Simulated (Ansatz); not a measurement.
# Ca2C (model cell, started as antifluorite): the cell at rest

Task: relax Ca2C (model cell, started as antifluorite) tightly.

Program: Ansatz 0.2.0. Level of theory: DFT PBEsol, scalar-relativistic, plane waves, PAW. Results are calculated unless marked as measured.

The structure was built from a prototype and need not be the compound's stable phase.

### 1. Starting point

It takes space group Fm-3m (No. 225, cubic). The conventional cell has a = 5.543 Å, b = 5.543 Å, c = 5.543 Å, α = 90.00°, β = 90.00°, γ = 90.00°. C has 8 Ca at 2.40 Å nearest. Nearest to Ca lie 4 C at 2.40 Å. Farther neighbours are not listed.

Structure file:

```cif
data_structure
_symmetry_space_group_name_H-M 'Fm-3m'
_symmetry_Int_Tables_number 225
_cell_length_a 5.5426
_cell_length_b 5.5426
_cell_length_c 5.5426
_cell_angle_alpha 90.000
_cell_angle_beta 90.000
_cell_angle_gamma 90.000
_cell_volume 170.27
loop_
_atom_site_label
_atom_site_type_symbol
_atom_site_symmetry_multiplicity
_atom_site_Wyckoff_symbol
_atom_site_fract_x
_atom_site_fract_y
_atom_site_fract_z
_atom_site_occupancy
C1 C 4 a 0.00000 0.00000 0.00000 1
Ca1 Ca 8 c 0.25000 0.75000 0.75000 1
```

### 2. Probe on a coarse mesh

A quick single point on a coarse mesh tells whether the cell has a gap and how far it is from rest, which sets the k mesh and smearing that follow.

input.yaml reads:

```yaml
crystal:
  lattice:
    - [0.0, 2.77128, 2.77128]
    - [2.77128, 0.0, 2.77128]
    - [2.77128, 2.77128, 0.0]
  atoms:
    - { symbol: C, position: [0.0, 0.0, 0.0] }
    - { symbol: Ca, position: [0.25, 0.25, 0.25] }
    - { symbol: Ca, position: [0.75, 0.75, 0.75] }
kpoints:
  mp_grid: { grid: [6, 6, 6] }
hamiltonian:
  xc: pbesol
scf:
  occupations: { method: gaussian, width: 0.1 }
output:
  forces: true
  stress: true
  eigenvalues: true
```

Started as:

```bash
$ ansatz run input.yaml --threads 4 --pin off --max-ram 7168MiB --backend cpu --events-out ev --progress --plain --runs-dir out
```

Numbers of over 12 decimals in the logs are rounded to 6 here.

The log of the run:

```text
Engine: ansatz 0.2.0, aarch64-unknown-linux-gnu
Pseudopotentials: kind: paw
Pseudopotential: C, paw, valence charge 4, recommended cutoff 420 eV (normal), C.paw.azcp
Pseudopotential: Ca, paw, valence charge 10, recommended cutoff 420 eV (normal), Ca.paw.azcp
Functional definition: PBEsol
  exchange = pbesol_x
  correlation = pbesol_c
Crystal: 3 atoms, lattice volume = 42.567 Å³
[...]
--- Band table (eV; the first three rows and the last of 16) ---
  k-point 0: bands = [... 8 lower, 2.8441, 9.6795, 9.6795, 9.6795, 13.3146, 13.3146, 13.9690, 19.4910]
  k-point 1: bands = [... 8 lower, 3.1360, 9.4925, 9.9593, 9.9593, 13.6422, 13.6422, 15.0129, 17.9412]
  k-point 2: bands = [... 8 lower, 3.6727, 9.6510, 10.6195, 10.6195, 14.5280, 14.5280, 15.2803, 17.6291]
  k-point 15: bands = [... 8 lower, 4.0195, 10.1195, 11.3520, 11.6945, 12.1771, 15.0570, 15.2102, 17.2414]
[key lines of the parts left out:]
SCF converged after 6 iterations
Free energy (F): -3831.818925 eV
Fermi energy:    12.040583 eV
P = ⅓ Tr σ = 34.0518 GPa (340.518 kbar)
```

Run time: 0.78 s. Hardware: 4 threads of Arm Neoverse V2, shared host; peak memory 0.27 GiB.

This step gave:

| Quantity | Value |
| --- | --- |
| pressure | 34.05 GPa |
| volume per atom | 14.19 Å³ |
| gap on the k-mesh | 0 eV |

The coarse mesh shows no gap and a pressure of 34.1 GPa.

### 3. Rough relaxation

A rough relaxation comes first, because large forces or stress need no tight tolerances yet.

Changes to input.yaml since step 2:

```diff
@@ -19 +19,6 @@
   eigenvalues: true
+relax:
+  adjacent_minimum: "off"
+  f_tol: 0.05
+  max_steps: 80
+  cell: { stress_tol: 0.5 }
```

The log of the run:

```text
[...]
Crystal: 3 atoms, lattice volume = 42.567 Å³
Basis set: ecut = 420 eV, 869 PW (Γ), exchange–correlation on 54×54×54 points (8 copies of the dense FFT grid, shifted against one another)
Bands: 16, of which v1, the nominal top of the filled ones, is band 12 counted from 1 (11 counted from 0)
Symmetry: 48 space group operations
[...]
k-points: 16 of 216
[...]
--- Relaxed structure (5 steps of the walk, 5 accepted, 2 SCFs on fresh bases) ---
  F+E_penalty+E_count = -3833.24619492 eV   max|allowed force component| = 1.773e-16 eV/Å   (the final SCF, on the basis selected at the relaxed cell)
  cell:  # Å, volume = 59.5179 Å³
    - [0, 3.098888, 3.098888]
    - [3.098888, 0, 3.098888]
    - [3.098888, 3.098888, 0]
  atoms:
    - { symbol: C, position: [0, 0, 0] }
    - { symbol: Ca, position: [0.25, 0.25, 0.25] }
    - { symbol: Ca, position: [0.75, 0.75, 0.75] }
[key lines of the parts left out:]
SCF converged after 4 iterations
Free energy (F): -3833.246195 eV
Fermi energy:    7.961191 eV
P = ⅓ Tr σ = 0.1827 GPa (1.827 kbar)
```

The job ended after 1.9 s (4 threads; peak memory 0.31 GiB; 6 s of CPU time).

The steps of the relaxation:

```tsv
step	energy less that of the first step (eV)	largest force component (eV/Å)	pressure (GPa)	volume (Å³)
1	0.0000	0.0000	34.05	42.57
2	-0.9645	0.0000	15.47	49.10
3	-1.3550	0.0000	3.12	56.26
4	-1.3773	0.0000	0.46	58.41
5*	-1.4222	0.0000	1.31	58.41
6	-1.4266	0.0000	0.18	59.52
7*	-1.4273	0.0000	0.18	59.52
```

Relaxation steps marked * repeat the geometry before them on a plane-wave basis chosen anew for their cell, so energy and pressure can jump there.

The run keeps the 48 symmetry operations that it works with, so distortions that break them were not tested.

```tsv
conventional cell, symmetrised	before	after	change
a (Å)	5.543	6.198	+11.8 %
b (Å)	5.543	6.198	+11.8 %
c (Å)	5.543	6.198	+11.8 %
volume (Å³/atom)	14.19	19.84	+39.8 %
```

The relaxed structure:

```xyz
3
Lattice="0.0000 3.0989 3.0989 3.0989 0.0000 3.0989 3.0989 3.0989 0.0000" Properties=species:S:1:pos:R:3 pbc="T T T"
C     0.0000    0.0000    0.0000
Ca    1.5494    1.5494    1.5494
Ca    4.6483    4.6483    4.6483
```

Numbers from this step:

```yaml
pressure: 0.1827 GPa
volume_per_atom: 19.84 Å³
gap_on_the_k_mesh: 0.1618 eV
direct_gap_on_mesh: 0.1618 eV
```

In this step the volume went from 14.19 to 19.84 Å³/atom.

### 4. Bringing the structure to rest

The cell and atoms are relaxed, since residual forces and stress would shift the frequencies.

input.yaml reads:

```yaml
crystal:
  lattice:
    - [0.0, 3.0988879981, 3.0988879981]
    - [3.0988879981, 0.0, 3.0988879981]
    - [3.0988879981, 3.0988879981, 0.0]
  atoms:
    - { symbol: C, position: [0.0, 0.0, 0.0] }
    - { symbol: Ca, position: [0.25, 0.25, 0.25] }
    - { symbol: Ca, position: [0.75, 0.75, 0.75] }
kpoints:
  mp_grid: { grid: [10, 10, 10] }
hamiltonian:
  xc: pbesol
scf:
  occupations: { method: gaussian, width: 0.01 }
output:
  forces: true
  stress: true
  eigenvalues: true
relax:
  adjacent_minimum: "off"
  f_tol: 0.005
  max_steps: 80
  cell: { stress_tol: 0.05 }
```

The log of the run:

```text
[...]
Crystal: 3 atoms, lattice volume = 59.518 Å³
Basis set: ecut = 420 eV, 1211 PW (Γ), exchange–correlation on 60×60×60 points (8 copies of the dense FFT grid, shifted against one another)
Bands: 16, of which v1, the nominal top of the filled ones, is band 12 counted from 1 (11 counted from 0)
[... 1 set-up line as in the run before ...]
[...]
k-points: 47 of 1000
[...]
SCF iter   1: F=—  HF=-3833.247268 eV  |F-HF|=—  |Δ(HF+E_count)|=         —  Δρ=3.96e-3  dr2=9.10e-3  ethr=1.77e-3  ⟨swp⟩=6.8  Hψ=4570  notcnv=0
[...]
SCF iter   7: F=-3833.245809 eV  HF=-3833.245809 eV  |F-HF|=2.33e-8  |Δ(HF+E_count)|=   3.64e-7  Δρ=5.25e-6  dr2=2.87e-8  ethr=4.17e-10  ⟨swp⟩=3.0  Hψ=2556  notcnv=0
SCF 1 converged in 7 iterations: F = -3833.245809 eV  dr2 = 2.87e-8
[...]
relax step   1: F+E_penalty+E_count = -3833.24580876 eV  Δ(F+E_penalty+E_count) = +0.000e0 eV  max|allowed force component| = 1.696e-17 eV/Å  Δτ_max = 0.0000 Å  P = +0.209 GPa  Ω = 59.518 Å³  (7 SCF iters, dr2 threshold 1.00e-7 eV, accepted)
Crystal: 3 atoms, lattice volume = 59.916 Å³
[...]
SCF iter   5: F=-3833.245628 eV  HF=-3833.245628 eV  |F-HF|=2.37e-9  |Δ(HF+E_count)|=   3.82e-8  Δρ=3.72e-6  dr2=2.32e-9  ethr=1.72e-10  ⟨swp⟩=1.1  Hψ=2305  notcnv=0
SCF 2 converged in 5 iterations: F = -3833.245628 eV  dr2 = 2.32e-9
relax step   2: F+E_penalty+E_count = -3833.24562806 eV  Δ(F+E_penalty+E_count) = +1.807e-4 eV  max|allowed force component| = 1.665e-16 eV/Å  Δτ_max = 0.0000 Å  P = -0.179 GPa  Ω = 59.916 Å³  energy of the carried Pulay correction = -2.141e-4 eV  (5 SCF iters, dr2 threshold 1.09e-7 eV, accepted)
Crystal: 3 atoms, lattice volume = 59.731 Å³
[...]
SCF iter   5: F=-3833.245831 eV  HF=-3833.245831 eV  |F-HF|=5.55e-10  |Δ(HF+E_count)|=   6.29e-9  Δρ=1.67e-6  dr2=4.69e-10  ethr=2.43e-11  ⟨swp⟩=1.6  Hψ=2236  notcnv=0
SCF 3 converged in 5 iterations: F = -3833.245831 eV  dr2 = 4.69e-10
relax step   3: F+E_penalty+E_count = -3833.24583142 eV  Δ(F+E_penalty+E_count) = -2.034e-4 eV  max|allowed force component| = 1.295e-16 eV/Å  Δτ_max = 0.0000 Å  P = -0.001 GPa  Ω = 59.731 Å³  energy of the carried Pulay correction = -1.150e-4 eV  (5 SCF iters, dr2 threshold 8.04e-8 eV, accepted)
[...]
SCF iter   5: F=-3833.245923 eV  HF=-3833.245923 eV  |F-HF|=1.36e-12  |Δ(HF+E_count)|=  9.73e-11  Δρ=1.39e-7  dr2=5.58e-12  ethr=1.00e-12  ⟨swp⟩=3.7  Hψ=3060  notcnv=0
SCF 4 converged in 5 iterations: F = -3833.245923 eV  dr2 = 5.58e-12
relax step   4: F+E_penalty+E_count = -3833.24592281 eV  Δ(F+E_penalty+E_count) = -9.139e-5 eV  max|allowed force component| = 1.619e-16 eV/Å  Δτ_max = 0.0000 Å  P = +0.002 GPa  Ω = 59.731 Å³  stress off target by 1.69e-3 GPa  SCF on the basis re-selected at this cell (its energy is not comparable with the rows above)  (5 SCF iters)
[...]
SCF converged after 5 iterations
Free energy (F): -3833.245923 eV
[...]
Internal energy: -3833.245923 eV  (E = F + TS)
E sigma→0 (E₀):  -3833.245923 eV
Fermi energy:    7.910835 eV
[...]
--- Stress (GPa, compression-positive) ---
        0.001687       0.000000      -0.000000
        0.000000       0.001687       0.000000
       -0.000000      -0.000000       0.001687
  P = ⅓ Tr σ = 0.0017 GPa (0.017 kbar)
--- Band table (eV; the first three rows and the last of 47) ---
  k-point 0: bands = [... 8 lower, -0.5617, 6.6908, 6.6908, 6.6908, 8.6943, 9.6385, 9.6385, 13.7407]
  k-point 1: bands = [... 8 lower, -0.4988, 6.4516, 6.7491, 6.7491, 9.1522, 9.7014, 9.7014, 13.1842]
  k-point 2: bands = [... 8 lower, -0.3338, 6.0966, 6.9085, 6.9085, 9.8911, 9.8911, 10.0810, 12.4293]
  k-point 46: bands = [... 8 lower, 0.2465, 6.3761, 6.9874, 7.6486, 8.2936, 10.7726, 10.8427, 12.1502]
--- Relaxed structure (3 steps of the walk, 3 accepted, 1 SCFs on fresh bases) ---
[...]
cell:  # Å, volume = 59.7313 Å³
    - [0, 3.102588, 3.102588]
    - [3.102588, 0, 3.102588]
    - [3.102588, 3.102588, 0]
  atoms:
    - { symbol: C, position: [0, 0, 0] }
    - { symbol: Ca, position: [0.25, 0.25, 0.25] }
    - { symbol: Ca, position: [0.75, 0.75, 0.75] }
```

Elapsed: 2.9 s, on 4 threads; peak memory 0.36 GiB; 9.1 s of CPU time.

The steps of the relaxation:

```tsv
step	energy less that of the first step (eV)	largest force component (eV/Å)	pressure (GPa)	volume (Å³)
1	0.0000	0.0000	0.21	59.52
2	0.0002	0.0000	-0.18	59.92
3	0.0000	0.0000	0.00	59.73
4*	-0.0001	0.0000	0.00	59.73
```

Relaxation steps marked * repeat the geometry before them on a plane-wave basis chosen anew for their cell, so energy and pressure can jump there.

Forces are held to the 48 operations that the run works with; a distortion that breaks them can't arise in this run.

```tsv
conventional cell, symmetrised	before	after	change
a (Å)	6.198	6.205	+0.1 %
b (Å)	6.198	6.205	+0.1 %
c (Å)	6.198	6.205	+0.1 %
volume (Å³/atom)	19.84	19.91	+0.4 %
```

The relaxed structure:

```cif
data_structure
_symmetry_space_group_name_H-M 'P 1'
_symmetry_Int_Tables_number 1
_cell_length_a 4.3877
_cell_length_b 4.3877
_cell_length_c 4.3877
_cell_angle_alpha 60.000
_cell_angle_beta 60.000
_cell_angle_gamma 60.000
_cell_volume 59.73
loop_
_atom_site_label
_atom_site_type_symbol
_atom_site_fract_x
_atom_site_fract_y
_atom_site_fract_z
_atom_site_occupancy
C1 C 0.00000 0.00000 0.00000 1
Ca2 Ca 0.25000 0.25000 0.25000 1
Ca3 Ca 0.75000 0.75000 0.75000 1
```

Numbers from this step:

| Property | Result |
| --- | --- |
| pressure | 0.001687 GPa |
| gap on the k-mesh | 0.1622 eV |
| volume per atom | 19.91 Å³ |
| direct gap on mesh | 0.1622 eV |

In this step the volume went from 19.84 to 19.91 Å³/atom.

### 5. Tight relaxation

Phonons need a cell at rest on their own settings, so the relaxation is repeated with tight tolerances on forces and stress, using the mesh and the filling of the phonon run that follows.

input.yaml, the sections that differ from step 4:

```yaml
crystal:
  lattice:
    - [0.0, 3.1025879259, 3.1025879259]
    - [3.1025879259, 0.0, 3.1025879259]
    - [3.1025879259, 3.1025879259, 0.0]
  atoms:
    - { symbol: C, position: [0.0, 0.0, 0.0] }
    - { symbol: Ca, position: [0.25, 0.25, 0.25] }
    - { symbol: Ca, position: [0.75, 0.75, 0.75] }
kpoints:
  mp_grid: { grid: [12, 12, 12] }
relax:
  adjacent_minimum: "off"
  f_tol: 0.001
  max_steps: 60
  cell: { stress_tol: 0.01 }
# hamiltonian, scf, output: as in step 4
```

The log of the run:

```text
[...]
Crystal: 3 atoms, lattice volume = 59.731 Å³
Basis set: ecut = 420 eV, 1211 PW (Γ), exchange–correlation on 60×60×60 points (8 copies of the dense FFT grid, shifted against one another)
Bands: 16, of which v1, the nominal top of the filled ones, is band 12 counted from 1 (11 counted from 0)
[... 1 set-up line as in the run before ...]
[...]
k-points: 72 of 1728
[...]
--- Relaxed structure (1 steps of the walk, 1 accepted, 1 SCFs on fresh bases) ---
[...]
cell:  # Å, volume = 59.7313 Å³
    - [0.0, 3.1025879259, 3.1025879259]
    - [3.1025879259, 0.0, 3.1025879259]
    - [3.1025879259, 3.1025879259, 0.0]
  atoms:
    - { symbol: C, position: [0.0, 0.0, 0.0] }
    - { symbol: Ca, position: [0.25, 0.25, 0.25] }
    - { symbol: Ca, position: [0.75, 0.75, 0.75] }
[key lines of the parts left out:]
SCF converged after 5 iterations
Free energy (F): -3833.245953 eV
Fermi energy:    7.910779 eV
P = ⅓ Tr σ = 0.0020 GPa (0.020 kbar)
```

Elapsed: 1.8 s, on 4 threads; peak memory 0.38 GiB; 6.6 s of CPU time.

Little changed from the start: no atom moved by 0.005 Å and no cell edge by 0.1 %.

Numbers from this step:

- pressure: 0.002031 GPa
- gap on the k-mesh: 0.1623 eV
- direct gap on mesh: 0.1623 eV

The forces vanish by symmetry and the pressure is 0.002 GPa, within the tolerances set. The cell now holds 19.91 Å³/atom.

### 6. Results

| Property | Result |
| --- | --- |
| space group after relaxation | Fm-3m |
| lattice constant a | 6.205 Å |
| lattice constant b | 6.205 Å |
| lattice constant c | 6.205 Å |
| volume per atom | 19.9 Å³ |
| gap on the k-mesh | 0.162 eV |

What this shows: The forces vanish by symmetry and the pressure is 0.002 GPa, within the tolerances set. The cell now holds 19.91 Å³/atom. The relaxation keeps the symmetry of its start, so it says nothing on stability against lower symmetry. The starting cell was built on a prototype and not taken from a measurement, so the phase need not exist.

[Logs are printed without paths, hosts, clocks, repeated set-up lines and the standing remarks that a program may print on its own settings, such as how far it seeks lower states.]

[Hosts, paths, dates, database ids (printed as entryN), source tags and the programs' standing remarks are cut or masked in the printed files.]
